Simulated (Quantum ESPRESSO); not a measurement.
# How uniaxial strain moves the moments of MnF2, part 2 of 2

Aim: follow moments and order energies of MnF2 with uniaxial strain.

Quantum ESPRESSO 7.5; PBEsol with U = 4 eV on Mn d (ortho-atomic projectors); plane waves with GBRV 1.5 PBEsol potentials, no spin-orbit coupling.

So far, absolute magnetization (μB): step 2 (factor along z 0.94, ferro ++) 10.0; step 3 (factor along z 0.94, antiferro +-) 9.72.

## (5) Factor along z 1.06, ferro ++

File pw.in:

```
&CONTROL
  calculation = 'scf'
  prefix = 'pwscf'
  outdir = './tmp'
  pseudo_dir = './pseudo'
  disk_io = 'nowf'
  tprnfor = .true.
  tstress = .true.
/
&SYSTEM
  ibrav = 0
  celldm(1) = 8
  nat = 6
  ntyp = 2
  ecutwfc = 40
  ecutrho = 280
  nbnd = 44
  occupations = 'smearing'
  smearing = 'fd'
  degauss = 0.00734986
  nspin = 2
  starting_magnetization(1) = 0.3
  starting_magnetization(2) = 0
/
&ELECTRONS
  conv_thr = 1.2d-08
  electron_maxstep = 150
  mixing_beta = 0.3
/
ATOMIC_SPECIES
Mn     54.9380 mn_pbesol_v1.5.uspp.F.UPF
F      18.9984 f_pbesol_v1.4.uspp.F.UPF
CELL_PARAMETERS alat
   1.1512683982751    0.0000000000000    0.0000000000000
   0.0000000000000    1.1512683982751    0.0000000000000
   0.0000000000000    0.0000000000000    0.8289619072058
ATOMIC_POSITIONS crystal
Mn      0.0000000000    0.0000000000    0.0000000000
Mn      0.5000000000    0.5000000000    0.5000000000
F       0.3053000000    0.3053000000    0.0000000000
F       0.1947000000    0.8053000000    0.5000000000
F       0.6947000000    0.6947000000    0.0000000000
F       0.8053000000    0.1947000000    0.5000000000
K_POINTS automatic
6 6 6 0 0 0
HUBBARD {ortho-atomic}
U Mn-3d 4.0000
```

Started as:

```console
$ OMP_NUM_THREADS=1 mpirun -n 2 pw.x -nk 2 -in pw.in > pw.out
```

Log:

```text
     [... lines left out ...]
Program PWSCF v.7.5 starts
     [... lines left out ...]
     number of atoms/cell      =            6
     [... lines left out ...]
     number of electrons       =        58.00
     number of Kohn-Sham states=           44
     kinetic-energy cutoff     =      40.0000  Ry
     charge density cutoff     =     280.0000  Ry
     scf convergence threshold =      1.2E-08
     [... lines left out ...]
     16 Sym. Ops., with inversion, found ( 8 have fractional translation)
     [... lines left out ...]
     number of k points=    40  Fermi-Dirac smearing, width (Ry)=  0.0073
     [... lines left out ...]
     iteration # 11     ecut=    40.00 Ry     beta= 0.30
     [... lines left out ...]
     Magnetic moment per site  (integrated on atomic sphere of radius R)
     atom   1 (R=0.205)  charge= 12.3012  magn=  4.2426
     atom   2 (R=0.205)  charge= 12.3012  magn=  4.2426
     atom   3 (R=0.205)  charge=  6.6846  magn=  0.0555
     atom   4 (R=0.205)  charge=  6.6846  magn=  0.0555
     atom   5 (R=0.205)  charge=  6.6846  magn=  0.0555
     atom   6 (R=0.205)  charge=  6.6846  magn=  0.0555
     [... lines left out ...]
     Tr[ns(  1)] (up, down, total) =   4.98800  0.17482  5.16282
     [... lines left out ...]
     Tr[ns(  2)] (up, down, total) =   4.98800  0.17482  5.16282
     [... lines left out ...]
     the Fermi energy is     6.1404 ev
!    total energy              =    -616.49644877 Ry
     estimated scf accuracy    <          4.5E-09 Ry
     smearing contrib. (-TS)   =      -0.00000003 Ry
     [... lines left out ...]
     total magnetization       =    10.00 Bohr mag/cell
     absolute magnetization    =    10.00 Bohr mag/cell
     convergence has been achieved in  11 iterations
     [... lines left out ...]
     Total force =     0.007899     Total SCF correction =     0.000022
     [... lines left out ...]
          total   stress  (Ry/bohr**3)                   (kbar)     P=      -45.04
     [... lines left out ...]
```

It took 1.9 min on 2 MPI ranks of Arm Neoverse V1, shared host; peak memory 0.42 GiB; 3.8 min of CPU time.

Numbers from this step:

- smearing term TS: 4.68e-7 eV
- pressure: -4.504 GPa
- magnetization: 10 μB
- absolute magnetization: 10 μB
- final state: ferromagnetic
- largest moment: 4.243 μB

## (6) What a mistake does

As a test, an input with a fault in it is run.

pw.in, as its differences from that of step 5:

```diff
@@ -11,3 +11,2 @@
   ibrav = 0
-  celldm(1) = 8
   nat = 6
@@ -26,3 +25,3 @@
   conv_thr = 1.2d-08
-  electron_maxstep = 150
+  electron_maxstep = 50
   mixing_beta = 0.3
@@ -32,6 +31,6 @@
 F      18.9984 f_pbesol_v1.4.uspp.F.UPF
-CELL_PARAMETERS alat
-   1.1512683982751    0.0000000000000    0.0000000000000
-   0.0000000000000    1.1512683982751    0.0000000000000
-   0.0000000000000    0.0000000000000    0.8289619072058
+CELL_PARAMETERS angstrom
+   4.8738000000    0.0000000000    0.0000000000
+   0.0000000000    4.8738000000    0.0000000000
+   0.0000000000    0.0000000000    3.3107000000
 ATOMIC_POSITIONS crystal
@@ -46,2 +45,2 @@
 HUBBARD {ortho-atomic}
-U Mn-3d 4.0000
+U Mn-6f 5.0
```

Log:

```text
     [... lines left out ...]
Program PWSCF v.7.5 starts
     [... lines left out ...]
     Error in routine determine_hubbard_occ (1):
     Mismatch between the requested and available manifolds
 %%%%%%%%%%%%%%%%%%%%%%%%%%%%%%%%%%%%%%%%%%%%%%%%%%%%%%%%%%%%%%%%%%%%%%%%%%%%%%
     stopping ...
```

It took 0.62 s on 2 MPI ranks; peak memory 0.05 GiB.

The program refused the input before any cycle.

The program's message: “determine_hubbard_occ (1): Mismatch between the requested and available manifolds”

The fault put into the input: a U on a shell that the file lacks.

## (7) All points

The runs not shown differ from these in the moved quantity alone.

States, by row:

```csv
c axis,ferro ++,antiferro +-,no spin polarisation
0.94,ferromagnetic,antiferromagnetic,non-magnetic
0.97,ferromagnetic,antiferromagnetic,non-magnetic
1,ferromagnetic,antiferromagnetic,non-magnetic
1.03,ferromagnetic,antiferromagnetic,non-magnetic
1.06,ferromagnetic,antiferromagnetic,non-magnetic
```

The largest site moment by c axis:

```csv
c axis (factor),ferro ++ (μB),antiferro +- (μB)
0.9400,4.18,4.16
0.9700,4.22,4.21
1.0000,4.24,4.23
1.0300,4.24,4.23
1.0600,4.24,4.23
```

The energy less that of the parallel start by c axis; values in meV a seeded atom:

```csv
c axis (factor),antiferro +-,no spin polarisation
0.9400,-27.8,4308
0.9700,-22.6,4485
1.0000,-18.4,4647
1.0300,-14.9,4793
1.0600,-12.0,4926
```

Energy over the lowest against c axis; values in meV an atom:

```csv
c axis (factor),ferro ++,antiferro +-,no spin polarisation
0.9400,47.1,37.9,1483
0.9700,18.1,10.6,1513
1.0000,6.12,0,1555
1.0300,8.07,3.11,1606
1.0600,21.3,17.3,1663
```

## (8) Summary of results

| Quantity | Value |
| --- | --- |
| moment, parallel start | 4.18 to 4.24 μB |
| states met from these starts | antiferromagnetic and ferromagnetic |

What this shows: The moment of the parallel start goes from 4.18 μB at 0.94 to 4.24 μB at 1.06. The net moment of the cell goes from 10 to 10 μB. The radius of the spheres follows the nearest distance, so part of the change of the site moments is the spheres'. The largest moment of the start antiferro +- lies between 4.16 and 4.23 μB. The start antiferro +- lies under the parallel one at every finished point, by 12.0 to 27.8 meV a seeded atom. Energies are free energies at an electronic temperature of 1160 K, which lowers moments and differences where the moments are itinerant.

[Logs and program files are shortened in this print: banners, set-up blocks, solver, clock and traceback lines can be left out without a mark of their own.]

[Logs are printed without paths, hosts, clocks, repeated set-up lines and the standing remarks that a program may print on its own settings, such as how far it seeks lower states.]

[Hosts, paths, dates, database ids (printed as entryN), source tags and the programs' standing remarks are cut or masked in the printed files.]

[Where a cell is said to come from a database of computed structures, the database is the Materials Project.]
